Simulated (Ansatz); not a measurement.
# Pb2C (model cell, started as cuprite): a soft mode frozen in

Which phase does Pb2C (model cell, started as cuprite) fall into along its unstable mode, and how much energy does it gain?

Main program and level: Ansatz 0.2.0; DFT PBEsol, scalar-relativistic, plane waves, PAW.

Most raw output is cut from this account.

The structure was built from a prototype and need not be the compound's stable phase.

## 1. The starting structure

It takes space group Pn-3m (No. 224, cubic). Conventional cell: a = 5.312 Å, b = 5.312 Å, c = 5.312 Å, α = 90.00°, β = 90.00°, γ = 90.00°. C has 4 Pb at 2.30 Å nearest. Nearest to Pb lie 2 C at 2.30 Å. Farther neighbours are not listed.

Structure file:

```cif
data_structure
_symmetry_space_group_name_H-M 'Pn-3m:1'
_symmetry_Int_Tables_number 224
_cell_length_a 5.3121
_cell_length_b 5.3121
_cell_length_c 5.3121
_cell_angle_alpha 90.000
_cell_angle_beta 90.000
_cell_angle_gamma 90.000
_cell_volume 149.90
loop_
_atom_site_label
_atom_site_type_symbol
_atom_site_symmetry_multiplicity
_atom_site_Wyckoff_symbol
_atom_site_fract_x
_atom_site_fract_y
_atom_site_fract_z
_atom_site_occupancy
C1 C 2 a 0.00000 0.00000 0.00000 1
Pb1 Pb 4 b 0.25000 0.25000 0.25000 1
```

## 2. Phonons on a q mesh

The cell comes from relaxations at this level that are not shown. Stability and thermal properties need the whole zone. Linear response on a 2×2×2 q mesh gives force constants as far as a supercell of that size would.

input.yaml

```yaml
crystal:
  lattice:
    - [5.3121165119, 0.0, 0.0]
    - [0.0, 5.3121165119, 0.0]
    - [0.0, 0.0, 5.3121165119]
  atoms:
    - { symbol: C, position: [0.0, 0.0, 0.0] }
    - { symbol: C, position: [0.5, 0.5, 0.5] }
    - { symbol: Pb, position: [0.25, 0.25, 0.25] }
    - { symbol: Pb, position: [0.75, 0.75, 0.25] }
    - { symbol: Pb, position: [0.75, 0.25, 0.75] }
    - { symbol: Pb, position: [0.25, 0.75, 0.75] }
kpoints:
  mp_grid: { grid: [6, 6, 6] }
hamiltonian:
  xc: pbesol
scf:
  occupations: { method: methfessel_paxton, width: 0.15 }
output:
  eigenvalues: true
phonons:
  method: dfpt
  qmesh: [2, 2, 2]
  temperatures: { t_max: 1000, t_step: 50 }
  qpath:
    path:
      - [[0.0, 0.0, 0.0], [0.0, 0.5, 0.0], [0.5, 0.5, 0.0], [0.0, 0.0, 0.0], [0.5, 0.5, 0.5], [0.0, 0.5, 0.0]]
      - [[0.5, 0.5, 0.5], [0.5, 0.5, 0.0]]
    npoints: 10
```

Run with:

```console
ansatz run input.yaml --threads 8 --pin off --max-ram 14336MiB --backend cpu --events-out ev --progress --plain --runs-dir out
```

Run time: 89 s. Hardware: 8 threads of Arm Neoverse V2, shared host; peak memory 2 GiB; 11 min of CPU time.

Numbers from this step:

```yaml
volume_per_atom: 24.98 Å³
gap_on_the_k_mesh: 0 eV
sum_rule_residual_before_enforcement: 3.10e-5 eV/Å²
lowest_frequency_on_the_path: -278.5 cm⁻¹
point_group: m-3m
highest_frequency_on_the_path_or_at_a_solved_wavevector: 418.3 cm⁻¹
highest_optical_mode_at_the_zone_centre_no_lo_to_term: 353.2 cm⁻¹
lowest_optical_zone_centre_mode: -101.0 cm⁻¹
lowest_mode_on_the_q_mesh_acoustic_modes_at_gamma_apart: -278.5 cm⁻¹
```

Frequencies (cm⁻¹) solved at each irreducible wavevector; negative means imaginary. Frequencies by wavevector, by row:

```csv
q in reciprocal lattice units,star,mode 1,mode 2,mode 3,mode 4,mode 16,mode 17,mode 18
0 0 0,1,-101,-101,-101,-76.4,353.2,353.2,353.2
0 0 -0.5,3,-84.2,-84.2,-52.3,-52.3,308.6,407.8,407.8
0 -0.5 -0.5,3,-278.5,-278.5,-59,-59,275.9,383.6,383.6
-0.5 -0.5 -0.5,1,-93,-93,-93,-40.7,342,342,342
```

Interpolated from a 2×2×2 q mesh. Phonon branches along the path, in cm⁻¹:

| point | branch 1 | branch 2 | branch 3 | branch 4 | branch 15 | branch 16 | branch 17 | branch 18 |
| --- | --- | --- | --- | --- | --- | --- | --- | --- |
| Γ | -101 | -101 | -101 | -76 | 138 | 353 | 353 | 353 |
| halfway | -101 | -101 | -58 | -54 | 186 | 350 | 382 | 382 |
| X | -84 | -84 | -52 | -52 | 309 | 309 | 408 | 408 |
| halfway | -197 | -197 | -56 | -56 | 276 | 276 | 403 | 403 |
| M | -278 | -278 | -59 | -59 | 276 | 276 | 384 | 384 |
| halfway | -157 | -153 | -58 | -54 | 206 | 326 | 393 | 398 |
| Γ | -101 | -101 | -101 | -76 | 138 | 353 | 353 | 353 |
| halfway | -153 | -119 | -119 | -51 | 158 | 377 | 378 | 378 |
| R | -93 | -93 | -93 | -41 | 253 | 342 | 342 | 342 |
| halfway | -197 | -136 | -84 | -59 | 177 | 351 | 358 | 407 |
| X | -84 | -84 | -52 | -52 | 309 | 309 | 408 | 408 |
| jump to R | -93 | -93 | -93 | -41 | 253 | 342 | 342 | 342 |
| halfway | -178 | -178 | -79 | -50 | 253 | 320 | 378 | 378 |
| M | -278 | -278 | -59 | -59 | 276 | 276 | 384 | 384 |

Symmetry leaves 4 wavevectors to solve. The lowest mode among them, the acoustic zeros apart, lies at q = (0, -0.5, -0.5) and is imaginary, 278.5i cm⁻¹, so the energy falls along it.

## 3. The mode frozen in, largest atomic shift 0 Å

The mode followed lies at q = (0, -0.5, -0.5) with frequency 278.5i cm⁻¹ and is 2-fold degenerate, the softest among the wavevectors solved. At small amplitude the distorted cell has space group no. 16 by a symmetry search on the positions. The undistorted cell that holds it gives the zero of energy on the same k mesh.

System of this step: Pb2C (model cell, started as cuprite). It takes space group Pn-3m (No. 224, cubic). The conventional cell has a = 5.312 Å, b = 5.312 Å, c = 5.312 Å, α = 90.00°, β = 90.00°, γ = 90.00°. C has 4 Pb at 2.30 Å nearest. Pb has 2 C at 2.30 Å nearest. Farther neighbours are not listed.

input.yaml

```yaml
crystal:
  lattice:
    - [-5.3121165119, 0.0, 0.0]
    - [0.0, -5.3121165119, -5.3121165119]
    - [0.0, -5.3121165119, 5.3121165119]
  atoms:
    - { symbol: C, position: [0.0, 1.0, 0.0] }
    - { symbol: C, position: [0.0, 0.5, 0.5] }
    - { symbol: C, position: [0.5, 0.0, 0.5] }
    - { symbol: C, position: [0.5, 0.5, 0.0] }
    - { symbol: Pb, position: [0.75, 0.25, 0.5] }
    - { symbol: Pb, position: [0.75, 0.75, 0.0] }
    - { symbol: Pb, position: [0.25, 1.0, 0.25] }
    - { symbol: Pb, position: [0.25, 0.5, 0.75] }
    - { symbol: Pb, position: [0.25, 1.0, 0.75] }
    - { symbol: Pb, position: [0.25, 0.5, 0.25] }
    - { symbol: Pb, position: [0.75, 0.75, 0.5] }
    - { symbol: Pb, position: [0.75, 0.25, 0.0] }
kpoints:
  mp_grid: { grid: [6, 4, 4] }
hamiltonian:
  xc: pbesol
scf:
  occupations: { method: methfessel_paxton, width: 0.15 }
output:
  forces: true
  stress: true
  eigenvalues: true
```

Elapsed: 3.9 s, on 8 threads; peak memory 1.4 GiB.

Numbers from this step:

| Item | Value |
| --- | --- |
| pressure | 0.1049 GPa |
| energy from the undistorted cell | 0 meV/atom |

The run ends at a pressure of 0.10 GPa.

## 4. The mode frozen in, largest atomic shift 0.22 Å

The atoms are moved along the unstable eigenvector, the largest shift by 0.22 Å, with the cell fixed.

input.yaml

```yaml
crystal:
  lattice:
    - [-5.3121165119, 0.0, 0.0]
    - [0.0, -5.3121165119, -5.3121165119]
    - [0.0, -5.3121165119, 5.3121165119]
  atoms:
    - { symbol: C, position: [0.0, 1.028260076, -0.0076784792] }
    - { symbol: C, position: [0.0, 0.471739924, 0.5076784792] }
    - { symbol: C, position: [0.5, 0.028260076, 0.5076784792] }
    - { symbol: C, position: [0.5, 0.471739924, -0.0076784792] }
    - { symbol: Pb, position: [0.75, 0.25, 0.4996317583] }
    - { symbol: Pb, position: [0.75, 0.75, 0.0003682417] }
    - { symbol: Pb, position: [0.25, 0.9986447137, 0.25] }
    - { symbol: Pb, position: [0.25, 0.5013552863, 0.75] }
    - { symbol: Pb, position: [0.25, 0.9986447137, 0.75] }
    - { symbol: Pb, position: [0.25, 0.5013552863, 0.25] }
    - { symbol: Pb, position: [0.75, 0.75, 0.4996317583] }
    - { symbol: Pb, position: [0.75, 0.25, 0.0003682417] }
kpoints:
  mp_grid: { grid: [6, 4, 4] }
hamiltonian:
  xc: pbesol
scf:
  occupations: { method: methfessel_paxton, width: 0.15 }
output:
  forces: true
  stress: true
  eigenvalues: true
```

Run time: 9.8 s. Hardware: 8 threads; peak memory 1.4 GiB.

Numbers from this step:

| Property | Result |
| --- | --- |
| pressure | 0.5369 GPa |
| energy from the undistorted cell | -12.75 meV/atom |

The energy, extrapolated to zero smearing, is -12.75 meV/atom against the undistorted cell.

The run ends at a pressure of 0.54 GPa, with forces up to 0.52 eV/Å.

## 5. Energy along the mode, all amplitudes (two of the runs are shown above)

An imaginary frequency means negative curvature, so the energy should fall and then rise again as anharmonic terms take over.

Numbers from this step:

- depth at the lowest point sampled: 12.75 meV/atom
- largest atomic shift at that point: 0.22 Å

Table of energy from the parent by largest atomic shift:

| largest atomic shift (Å) | energy from the parent (meV/atom) |
| --- | --- |
| 0.000 | 0 |
| 0.040 | -1.22 |
| 0.080 | -3.92 |
| 0.140 | -8.89 |
| 0.220 | -12.8 |
| 0.320 | -3.61 |
| 0.450 | 44.6 |

Displacement at unit largest shift by atom:

| atom | x (Å) | y (Å) | z (Å) | size |
| --- | --- | --- | --- | --- |
| C1 | 0.00 | -0.50 | -0.87 | 1.00 |
| C2 | 0.00 | 0.50 | 0.87 | 1.00 |
| C3 | 0.00 | -0.87 | -0.50 | 1.00 |
| C4 | 0.00 | 0.87 | 0.50 | 1.00 |
| Pb5 | 0.00 | 0.01 | -0.01 | 0.01 |
| Pb6 | 0.00 | -0.01 | 0.01 | 0.01 |
| Pb7 | 0.00 | 0.03 | 0.03 | 0.05 |
| Pb8 | 0.00 | -0.03 | -0.03 | 0.05 |
| Pb9 | 0.00 | 0.03 | 0.03 | 0.05 |
| Pb10 | 0.00 | -0.03 | -0.03 | 0.05 |
| Pb11 | 0.00 | 0.01 | -0.01 | 0.01 |
| Pb12 | 0.00 | -0.01 | 0.01 | 0.01 |

The lowest of the steps tried is at 0.22 Å, 12.8 meV/atom below the parent; the bottom of the well need not coincide with a step.

## 6. Relaxation from the frozen mode

Starting from the lowest point found, all atoms and the cell are let go, so that strain and other modes of the same symmetry can join in.

Edit input.yaml of step 4 so:

```diff
@@ -28 +28,6 @@
   eigenvalues: true
+relax:
+  adjacent_minimum: "off"
+  f_tol: 0.002
+  max_steps: 120
+  cell: { stress_tol: 0.03 }
```

Elapsed: 5 min, on 8 threads; peak memory 1.6 GiB.

Step by step (22 of 26):

```csv
step,energy less that of the first step (eV),largest force component (eV/Å),pressure (GPa),volume (Å³)
1,0.0000,0.3708,0.54,299.80
2,-0.3720,0.2668,0.02,299.95
3,-0.5355,0.3443,-0.02,299.93
5,-0.6984,0.1406,-0.39,300.88
6,-0.7265,0.0941,-0.12,299.34
7,-0.7413,0.0980,0.25,297.49
8,-0.7523,0.0482,0.10,298.16
9,-0.7646,0.0526,-0.04,298.45
11,-0.7756,0.0890,0.35,294.84
12,-0.7886,0.0147,-0.06,296.69
13,-0.7900,0.0054,0.10,295.55
14,-0.7907,0.0094,0.03,295.41
15,-0.7908,0.0010,0.00,295.52
16*,-0.8130,0.0013,0.08,295.52
18,-0.8208,0.0222,0.01,293.75
19,-0.8214,0.0059,-0.01,294.34
20,-0.8216,0.0060,0.02,294.08
21,-0.8216,0.0013,-0.01,294.17
22*,-0.8224,0.0013,-0.01,294.17
24,-0.8228,0.0049,0.05,293.52
25,-0.8229,0.0006,0.00,293.81
26*,-0.8227,0.0006,-0.01,293.81
```

Relaxation steps marked * repeat the geometry before them on a plane-wave basis chosen anew for their cell, so energy and pressure can jump there. Other such steps can lie between the rows shown. Relaxation steps 11, 24 were tried and not accepted.

Forces are held to the 4 operations that the run works with; a distortion that breaks them can't arise in this run.

```
     cell as run  before  after   change
           a (Å)   5.312  4.430  -16.6 %
           b (Å)   7.512  8.611  +14.6 %
           c (Å)   7.512  7.702   +2.5 %
volume (Å³/atom)   24.98  24.48   -2.0 %
```

The atoms that moved most (Å, as changes of fractional coordinates times the final cell):

| atom | dx | dy | dz | length |
| --- | --- | --- | --- | --- |
| Pb10 | 0.000 | -0.325 | -0.325 | 0.460 |
| Pb7 | 0.000 | 0.325 | 0.325 | 0.460 |
| Pb9 | 0.000 | 0.245 | 0.245 | 0.346 |
| Pb8 | 0.000 | -0.245 | -0.245 | 0.346 |
| Pb5 | 0.000 | 0.215 | -0.215 | 0.304 |
| Pb12 | 0.000 | -0.215 | 0.215 | 0.304 |
| C1 | -0.094 | -0.097 | -0.035 | 0.139 |
| C4 | 0.094 | 0.035 | 0.097 | 0.139 |

The relaxed structure:

```cif
data_structure
_symmetry_space_group_name_H-M 'P 1'
_symmetry_Int_Tables_number 1
_cell_length_a 4.4297
_cell_length_b 8.6113
_cell_length_c 7.7023
_cell_angle_alpha 90.000
_cell_angle_beta 90.000
_cell_angle_gamma 90.000
_cell_volume 293.81
loop_
_atom_site_label
_atom_site_type_symbol
_atom_site_fract_x
_atom_site_fract_y
_atom_site_fract_z
_atom_site_occupancy
C1 C 0.02116 0.03907 0.99798 1
C2 C 0.02116 0.46093 0.50202 1
C3 C 0.47884 0.03907 0.50202 1
C4 C 0.47884 0.46093 0.99798 1
Pb5 Pb 0.75000 0.25000 0.46012 1
Pb6 Pb 0.75000 0.75000 0.99462 1
Pb7 Pb 0.25000 0.94520 0.25000 1
Pb8 Pb 0.25000 0.54153 0.75000 1
Pb9 Pb 0.25000 0.95847 0.75000 1
Pb10 Pb 0.25000 0.55480 0.25000 1
Pb11 Pb 0.75000 0.75000 0.50538 1
Pb12 Pb 0.75000 0.25000 0.03988 1
```

Numbers from this step:

| Property | Result |
| --- | --- |
| pressure | -0.005559 GPa |
| volume per atom | 24.48 Å³ |

The distorted start has space group P222; the relaxation ends in P222.

## 7. Results

```
unstable mode of the parent                                                      : q = (0, -0.5, -0.5), 278i cm⁻¹
depth at the lowest point sampled                                                : 12.8 meV/atom
largest atomic shift at that point                                               : 0.22 Å
space group reached (within 0.01 Å)                                              : P222
energy gained over the parent (first relaxation, on the mesh of the frozen mode) : 81.4 meV/atom
volume per atom, phase reached                                                   : 24.5 Å³
```

In words: Along this mode the structure falls into P222, 81.4 meV/atom below the parent. At the parent's cell the well is 12.75 meV/atom deep on the steps tried, with its lowest point at a shift of 0.22 Å. Relaxing atoms and cell changes the gain by +68.63 meV/atom against the lowest step (energies at zero smearing). Most of the total comes from this relaxation. The modes of the phase reached were not computed on this path. Of the 6 patterns followed to their end from this parent, this one reaches the lowest energy. Each path keeps the symmetry of its pattern, so a lower phase may lie along a pattern not tried. With no gap, or one that is small against the smearing, the frequencies hang on the k mesh and the smearing, most of all near Kohn anomalies. Spin-orbit coupling is left out, which can matter for the heavy elements here. The starting cell was built on a prototype and not taken from a measurement, so the phase need not exist.

[Logs are printed without paths, hosts, clocks, repeated set-up lines and the standing remarks that a program may print on its own settings, such as how far it seeks lower states.]

[Hosts, paths, dates, database ids (printed as entryN), source tags and the programs' standing remarks are cut or masked in the printed files.]
